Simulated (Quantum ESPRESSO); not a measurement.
# Collinear magnetic orders of MnSe with Quantum ESPRESSO

Does MnSe prefer parallel or opposed moments, or none?

Program: Quantum ESPRESSO 7.5. Level of theory: PBEsol; plane waves with GBRV 1.5 PBEsol potentials, no spin-orbit coupling. Results are calculated unless marked as measured.

The database entry behind the starting cell differs from later determinations by our own check (about 0.4 % short), so it need not match the best structure at ambient conditions.

### Step 1. The starting structure

It takes space group Fm-3m (No. 225, cubic). Conventional cell: a = 5.440 Å, b = 5.440 Å, c = 5.440 Å, α = 90.00°, β = 90.00°, γ = 90.00°. Mn has 6 Se at 2.72 Å nearest. Se has 6 Mn at 2.72 Å nearest. Farther neighbours and most contacts between anions are not listed.

The cell comes from the Crystallography Open Database.

### Step 2. Run 1 (ferro +)

The signs are those of the starting moments on the seeded atoms, the atoms that are given a moment.

File pw.in:

```
&CONTROL
  calculation = 'scf'
  prefix = 'pwscf'
  outdir = './tmp'
  pseudo_dir = './pseudo'
  disk_io = 'nowf'
/
&SYSTEM
  ibrav = 0
  celldm(1) = 8
  nat = 2
  ntyp = 2
  ecutwfc = 40
  ecutrho = 280
  nbnd = 19
  occupations = 'smearing'
  smearing = 'fd'
  degauss = 0.00367493
  nspin = 2
  starting_magnetization(1) = 0.3
  starting_magnetization(2) = 0
/
&ELECTRONS
  conv_thr = 4d-09
  electron_maxstep = 150
  mixing_beta = 0.3
/
ATOMIC_SPECIES
Mn     54.9380 mn_pbesol_v1.5.uspp.F.UPF
Se     78.9710 se_pbesol_v1.uspp.F.UPF
CELL_PARAMETERS alat
   0.0000000000000    0.6425068823728    0.6425068823728
   0.6425068823728    0.0000000000000    0.6425068823728
   0.6425068823728    0.6425068823728    0.0000000000000
ATOMIC_POSITIONS crystal
Mn      0.0000000000    0.0000000000    0.0000000000
Se      0.5000000000    0.5000000000    0.5000000000
K_POINTS automatic
6 6 6 0 0 0
```

Launch:

```
> OMP_NUM_THREADS=1 mpirun -n 4 pw.x -nk 4 -in pw.in > pw.out
```

Log:

```text
Program PWSCF v.7.5 starts

     Message from routine setup:
     using ibrav=0 with symmetry is DISCOURAGED, use correct ibrav instead

     K-points division:     npool     =       4
     Subspace diagonalization in iterative solution of the eigenvalue problem:

     G-vector sticks info
     --------------------
     sticks:   dense  smooth     PW     G-vecs:    dense   smooth      PW
     Sum        1027     583    187                21595     9377    1639

     Using Slab Decomposition

     bravais-lattice index     =            0
     lattice parameter (alat)  =       8.0000  a.u.
     unit-cell volume          =     271.6022 (a.u.)^3
     number of atoms/cell      =            2
     number of atomic types    =            2
     number of electrons       =        21.00
     number of Kohn-Sham states=           19
     kinetic-energy cutoff     =      40.0000  Ry
     charge density cutoff     =     280.0000  Ry
     scf convergence threshold =      4.0E-09
     mixing beta               =       0.3000
     number of iterations used =            8  plain     mixing
     Exchange-correlation= SLA  PW   PSX  PSC
                           (   1   4  10   8   0   0   0)

     celldm(1)=   8.000000  celldm(2)=   0.000000  celldm(3)=   0.000000
     celldm(4)=   0.000000  celldm(5)=   0.000000  celldm(6)=   0.000000

     crystal axes: (cart. coord. in units of alat)
               a(1) = (   0.000000   0.642507   0.642507 )
               a(2) = (   0.642507   0.000000   0.642507 )
               a(3) = (   0.642507   0.642507   0.000000 )

     reciprocal axes: (cart. coord. in units 2 pi/alat)
               b(1) = ( -0.778202  0.778202  0.778202 )
               b(2) = (  0.778202 -0.778202  0.778202 )
               b(3) = (  0.778202  0.778202 -0.778202 )

     PseudoPot. # 1 for Mn read from file:
     mn_pbesol_v1.5.uspp.F.UPF
     Pseudo is Ultrasoft + core correction, Zval = 15.0
     Generated by new atomic code, or converted to UPF format
     Using radial grid of  859 points,  6 beta functions with:
                l(1) =   0
                l(2) =   0
                l(3) =   1
                l(4) =   1
                l(5) =   2
                l(6) =   2
     Q(r) pseudized with  8 coefficients,  rinner =    0.950   0.950   0.950
                                                       0.950   0.950

     PseudoPot. # 2 for Se read from file:
     se_pbesol_v1.uspp.F.UPF
     Pseudo is Ultrasoft + core correction, Zval =  6.0
     Generated by new atomic code, or converted to UPF format
     Using radial grid of  877 points,  6 beta functions with:
                l(1) =   0
                l(2) =   0
                l(3) =   1
                l(4) =   1
                l(5) =   2
                l(6) =   2
     Q(r) pseudized with  8 coefficients,  rinner =    1.300   1.300   1.300
                                                       1.300   1.300

     atomic species   valence    mass     pseudopotential
     Mn               15.00    54.93800     Mn( 1.00)
     Se                6.00    78.97100     Se( 1.00)

     Starting magnetic structure
     atomic species   magnetization
     Mn              0.300
     Se              0.000

     48 Sym. Ops., with inversion, found

   Cartesian axes

     site n.     atom                  positions (alat units)
         1        Mn     tau(   1) = (   0.0000000   0.0000000   0.0000000  )
         2        Se     tau(   2) = (   0.6425069   0.6425069   0.6425069  )

     number of k points=    16  Fermi-Dirac smearing, width (Ry)=  0.0037
                       cart. coord. in units 2pi/alat
        k(    1) = (   0.0000000   0.0000000   0.0000000), wk =   0.0046296
        k(    2) = (   0.1297003   0.1297003  -0.1297003), wk =   0.0370370
        k(    3) = (   0.2594006   0.2594006  -0.2594006), wk =   0.0370370
        k(    4) = (  -0.3891009  -0.3891009   0.3891009), wk =   0.0185185
        k(    5) = (   0.2594006   0.0000000  -0.0000000), wk =   0.0277778
        [... 11 further k-points ...]

     Dense  grid:    21595 G-vectors     FFT dimensions: (  40,  40,  40)

     Smooth grid:     9377 G-vectors     FFT dimensions: (  30,  30,  30)

     Check: negative core charge=   -0.000028
     Generating pointlists ...
     new r_m :   0.2650 (alat units)  2.1203 (a.u.) for type    1
     new r_m :   0.2650 (alat units)  2.1203 (a.u.) for type    2

     Initial potential from superposition of free atoms

     starting charge      20.4999, renormalised to      21.0000
     Starting wfcs are   17 randomized atomic wfcs +    2 random wfcs

     Self-consistent Calculation

     iteration #  1     ecut=    40.00 Ry     beta= 0.30
     Davidson diagonalization with overlap
     ethr =  1.00E-02,  avg # of iterations =  5.2

     total energy              =    -254.26185424 Ry
     estimated scf accuracy    <       0.62937682 Ry

     total magnetization       =     4.63 Bohr mag/cell
     absolute magnetization    =     4.63 Bohr mag/cell

     iteration #  2     ecut=    40.00 Ry     beta= 0.30
     Davidson diagonalization with overlap
     ethr =  3.00E-03,  avg # of iterations =  1.8

     total energy              =    -254.40360463 Ry
     estimated scf accuracy    <       0.05132342 Ry

     total magnetization       =     4.45 Bohr mag/cell
     absolute magnetization    =     4.45 Bohr mag/cell

     iteration #  3     ecut=    40.00 Ry     beta= 0.30
     Davidson diagonalization with overlap
     ethr =  2.44E-04,  avg # of iterations =  2.0

     total energy              =    -254.41523083 Ry
     estimated scf accuracy    <       0.00741431 Ry

     total magnetization       =     4.60 Bohr mag/cell
     absolute magnetization    =     4.60 Bohr mag/cell

     [... further iterations left out ...]

     iteration #  7     ecut=    40.00 Ry     beta= 0.30
     Davidson diagonalization with overlap
     ethr =  3.71E-08,  avg # of iterations =  3.0

     negative rho (up, down):  0.000E+00 3.246E-04

     total energy              =    -254.41725624 Ry
     estimated scf accuracy    <       0.00000101 Ry

     total magnetization       =     4.62 Bohr mag/cell
     absolute magnetization    =     4.62 Bohr mag/cell

     iteration #  8     ecut=    40.00 Ry     beta= 0.30
     Davidson diagonalization with overlap
     ethr =  4.81E-09,  avg # of iterations =  3.0

     negative rho (up, down):  0.000E+00 3.242E-04

     total energy              =    -254.41725683 Ry
     estimated scf accuracy    <       0.00000010 Ry

     total magnetization       =     4.62 Bohr mag/cell
     absolute magnetization    =     4.62 Bohr mag/cell

     iteration #  9     ecut=    40.00 Ry     beta= 0.30
     Davidson diagonalization with overlap
     ethr =  4.99E-10,  avg # of iterations =  3.3

     negative rho (up, down):  0.000E+00 3.241E-04

     total energy              =    -254.41725688 Ry
     estimated scf accuracy    <       0.00000004 Ry

     total magnetization       =     4.62 Bohr mag/cell
     absolute magnetization    =     4.62 Bohr mag/cell

     iteration # 10     ecut=    40.00 Ry     beta= 0.30
     Davidson diagonalization with overlap
     ethr =  1.70E-10,  avg # of iterations =  2.3

     negative rho (up, down):  0.000E+00 3.240E-04

     Magnetic moment per site  (integrated on atomic sphere of radius R)
     atom   1 (R=0.265)  charge= 13.3659  magn=  4.2125
     atom   2 (R=0.265)  charge=  4.3307  magn=  0.0874

     End of self-consistent calculation

     [... lines left out ...]
     the Fermi energy is     9.6351 ev

!    total energy              =    -254.41725690 Ry
     estimated scf accuracy    <          3.5E-09 Ry
     smearing contrib. (-TS)   =      -0.00058008 Ry
     internal energy E=F+TS    =    -254.41667682 Ry

     The total energy is F=E-TS. E is the sum of the following terms:
     one-electron contribution =    -140.41225807 Ry
     hartree contribution      =      77.33055945 Ry
     xc contribution           =     -55.84995862 Ry
     ewald contribution        =    -135.48501958 Ry

     total magnetization       =     4.62 Bohr mag/cell
     absolute magnetization    =     4.62 Bohr mag/cell

     convergence has been achieved in  10 iterations

=------------------------------------------------------------------------------=
   JOB DONE.
=------------------------------------------------------------------------------=
```

Elapsed: 4.7 s, on 4 MPI ranks of Intel Xeon Platinum 8488C (Sapphire Rapids), shared host; peak memory 0.34 GiB; 18 s of CPU time.

Spin moment in the atom's sphere by atom:

```
atom  spin moment in the atom's sphere (μB)
 Mn1                                   4.21
 Se2                                   0.09
```

Read from the output:

```yaml
smearing_term_ts: 0.007892 eV
magnetization: 4.619 μB
absolute_magnetization: 4.619 μB
final_state: ferromagnetic
```

### Step 3. Run 2 (antiferro q=(0,1/2,1/2) +−)

This order needs a doubled cell of 4 atoms. The wavevector q is in fractions of the reciprocal vectors of the crystal's primitive cell, as the cells of these inputs are built from it; moments change sign between cells as cos(2π q·R).

File pw.in:

```
&CONTROL
  calculation = 'scf'
  prefix = 'pwscf'
  outdir = './tmp'
  pseudo_dir = './pseudo'
  disk_io = 'nowf'
/
&SYSTEM
  ibrav = 0
  celldm(1) = 8
  nat = 4
  ntyp = 3
  ecutwfc = 40
  ecutrho = 280
  nbnd = 30
  occupations = 'smearing'
  smearing = 'fd'
  degauss = 0.00367493
  nspin = 2
  starting_magnetization(1) = 0.3
  starting_magnetization(2) = -0.3
  starting_magnetization(3) = 0
/
&ELECTRONS
  conv_thr = 8d-09
  electron_maxstep = 150
  mixing_beta = 0.3
/
ATOMIC_SPECIES
Mn1    54.9380 mn_pbesol_v1.5.uspp.F.UPF
Mn2    54.9380 mn_pbesol_v1.5.uspp.F.UPF
Se     78.9710 se_pbesol_v1.uspp.F.UPF
CELL_PARAMETERS alat
   0.0000000000000    0.6425068823728    0.6425068823728
   1.2850137647455    0.0000000000000    1.2850137647455
   1.2850137647455    0.6425068823728    0.6425068823728
ATOMIC_POSITIONS crystal
Mn1     0.0000000000    0.0000000000    0.0000000000
Mn2     0.0000000000    0.5000000000    0.0000000000
Se      0.5000000000    0.0000000000    0.5000000000
Se      0.5000000000    0.5000000000    0.5000000000
K_POINTS automatic
6 3 6 0 0 0
```

Log:

```text
[banner, memory and clock lines left out]
Program PWSCF v.7.5 starts

     Message from routine setup:
     using ibrav=0 with symmetry is DISCOURAGED, use correct ibrav instead

     bravais-lattice index     =            0
     lattice parameter (alat)  =       8.0000  a.u.
     unit-cell volume          =     543.2044 (a.u.)^3
     number of atoms/cell      =            4
     number of atomic types    =            3
     number of electrons       =        42.00
     number of Kohn-Sham states=           30
     kinetic-energy cutoff     =      40.0000  Ry
     charge density cutoff     =     280.0000  Ry
     scf convergence threshold =      8.0E-09
     mixing beta               =       0.3000
     number of iterations used =            8  plain     mixing
     Exchange-correlation= SLA  PW   PSX  PSC
                           (   1   4  10   8   0   0   0)

     celldm(1)=   8.000000  celldm(2)=   0.000000  celldm(3)=   0.000000
     celldm(4)=   0.000000  celldm(5)=   0.000000  celldm(6)=   0.000000

     crystal axes: (cart. coord. in units of alat)
               a(1) = (   0.000000   0.642507   0.642507 )
               a(2) = (   1.285014   0.000000   1.285014 )
               a(3) = (   1.285014   0.642507   0.642507 )

     reciprocal axes: (cart. coord. in units 2 pi/alat)
               b(1) = ( -0.778202  0.778202  0.778202 )
               b(2) = ( -0.000000 -0.778202  0.778202 )
               b(3) = (  0.778202  0.778202 -0.778202 )

     PseudoPot. # 1 for Mn read from file:
     mn_pbesol_v1.5.uspp.F.UPF
     Pseudo is Ultrasoft + core correction, Zval = 15.0

     PseudoPot. # 2 for Mn read from file:
     mn_pbesol_v1.5.uspp.F.UPF
     Pseudo is Ultrasoft + core correction, Zval = 15.0

     PseudoPot. # 3 for Se read from file:
     se_pbesol_v1.uspp.F.UPF
     Pseudo is Ultrasoft + core correction, Zval =  6.0

     atomic species   valence    mass     pseudopotential
     Mn1              15.00    54.93800     Mn( 1.00)
     Mn2              15.00    54.93800     Mn( 1.00)
     Se                6.00    78.97100     Se( 1.00)

     Starting magnetic structure
     atomic species   magnetization
     Mn1             0.300
     Mn2            -0.300
     Se              0.000

     16 Sym. Ops., with inversion, found

   Cartesian axes

     site n.     atom                  positions (alat units)
         1        Mn1    tau(   1) = (   0.0000000   0.0000000   0.0000000  )
         2        Mn2    tau(   2) = (   0.6425069   0.0000000   0.6425069  )
         3        Se     tau(   3) = (   0.6425069   0.6425069   0.6425069  )
         4        Se     tau(   4) = (   1.2850138   0.6425069   1.2850138  )

     number of k points=    20  Fermi-Dirac smearing, width (Ry)=  0.0037
                       cart. coord. in units 2pi/alat
        k(    1) = (   0.0000000   0.0000000   0.0000000), wk =   0.0092593
        k(    2) = (   0.1297003   0.1297003  -0.1297003), wk =   0.0740741
        k(    3) = (   0.2594006   0.2594006  -0.2594006), wk =   0.0740741
        k(    4) = (  -0.3891009  -0.3891009   0.3891009), wk =   0.0185185
        k(    5) = (  -0.0000000  -0.2594006   0.2594006), wk =   0.0370370
        [... 15 further k-points ...]

     Dense  grid:    43103 G-vectors     FFT dimensions: (  40,  80,  72)

     Smooth grid:    18649 G-vectors     FFT dimensions: (  30,  60,  54)

     Check: negative core charge=   -0.000028
     Generating pointlists ...
     new r_m :   0.2650 (alat units)  2.1203 (a.u.) for type    1
     new r_m :   0.2650 (alat units)  2.1203 (a.u.) for type    2
     new r_m :   0.2650 (alat units)  2.1203 (a.u.) for type    3

     Initial potential from superposition of free atoms

     starting charge      40.9997, renormalised to      42.0000
     Starting wfcs are   34 randomized atomic wfcs

     Self-consistent Calculation

     iteration #  1     ecut=    40.00 Ry     beta= 0.30
     Davidson diagonalization with overlap
     ethr =  1.00E-02,  avg # of iterations =  4.3

     total energy              =    -508.55058803 Ry
     estimated scf accuracy    <       1.20040718 Ry

     total magnetization       =    -0.00 Bohr mag/cell
     absolute magnetization    =     9.01 Bohr mag/cell

     iteration #  2     ecut=    40.00 Ry     beta= 0.30
     Davidson diagonalization with overlap
     ethr =  2.86E-03,  avg # of iterations =  2.4

     total energy              =    -508.81656922 Ry
     estimated scf accuracy    <       0.06131058 Ry

     total magnetization       =     0.00 Bohr mag/cell
     absolute magnetization    =     8.82 Bohr mag/cell

     [... further iterations left out ...]

     iteration # 12     ecut=    40.00 Ry     beta= 0.30
     Davidson diagonalization with overlap
     ethr =  1.07E-10,  avg # of iterations =  4.0

     negative rho (up, down):  1.884E-04 1.884E-04

     total energy              =    -508.83595275 Ry
     estimated scf accuracy    <       0.00000005 Ry

     total magnetization       =    -0.00 Bohr mag/cell
     absolute magnetization    =     9.13 Bohr mag/cell

     iteration # 13     ecut=    40.00 Ry     beta= 0.30
     Davidson diagonalization with overlap
     ethr =  1.07E-10,  avg # of iterations =  2.2

     negative rho (up, down):  1.884E-04 1.884E-04

     Magnetic moment per site  (integrated on atomic sphere of radius R)
     atom   1 (R=0.265)  charge= 13.3623  magn=  4.2274
     atom   2 (R=0.265)  charge= 13.3623  magn= -4.2274
     atom   3 (R=0.265)  charge=  4.3389  magn= -0.0422
     atom   4 (R=0.265)  charge=  4.3389  magn=  0.0422

     End of self-consistent calculation

     [... lines left out ...]
     the Fermi energy is     9.7290 ev

!    total energy              =    -508.83595277 Ry
     estimated scf accuracy    <          1.9E-10 Ry
     smearing contrib. (-TS)   =      -0.00119876 Ry
     internal energy E=F+TS    =    -508.83475401 Ry

     The total energy is F=E-TS. E is the sum of the following terms:
     one-electron contribution =    -280.81025276 Ry
     hartree contribution      =     154.66604766 Ry
     xc contribution           =    -111.72050976 Ry
     ewald contribution        =    -270.97003916 Ry

     total magnetization       =    -0.00 Bohr mag/cell
     absolute magnetization    =     9.13 Bohr mag/cell

     convergence has been achieved in  13 iterations
```

Wall time 24 s (4 MPI ranks); peak memory 0.61 GiB.

Spin moment in the atom's sphere by atom:

```
atom  spin moment in the atom's sphere (μB)
 Mn1                                   4.23
 Mn2                                  -4.23
 Se3                                  -0.04
 Se4                                   0.04
```

This step gave:

| Item | Value |
| --- | --- |
| smearing term TS | 0.01631 eV |
| magnetization | 0 μB |
| absolute magnetization | 9.13 μB |
| final state | antiferromagnetic |

[end of part 1 of 2]

[Logs and program files are shortened in this print: banners, set-up blocks, solver, clock and traceback lines can be left out without a mark of their own.]

[Logs are printed without paths, hosts, clocks, repeated set-up lines and the standing remarks that a program may print on its own settings, such as how far it seeks lower states.]

[Hosts, paths, dates, database ids (printed as entryN), source tags and the programs' standing remarks are cut or masked in the printed files.]

[Where a cell is said to come from a database of computed structures, the database is the Materials Project.]
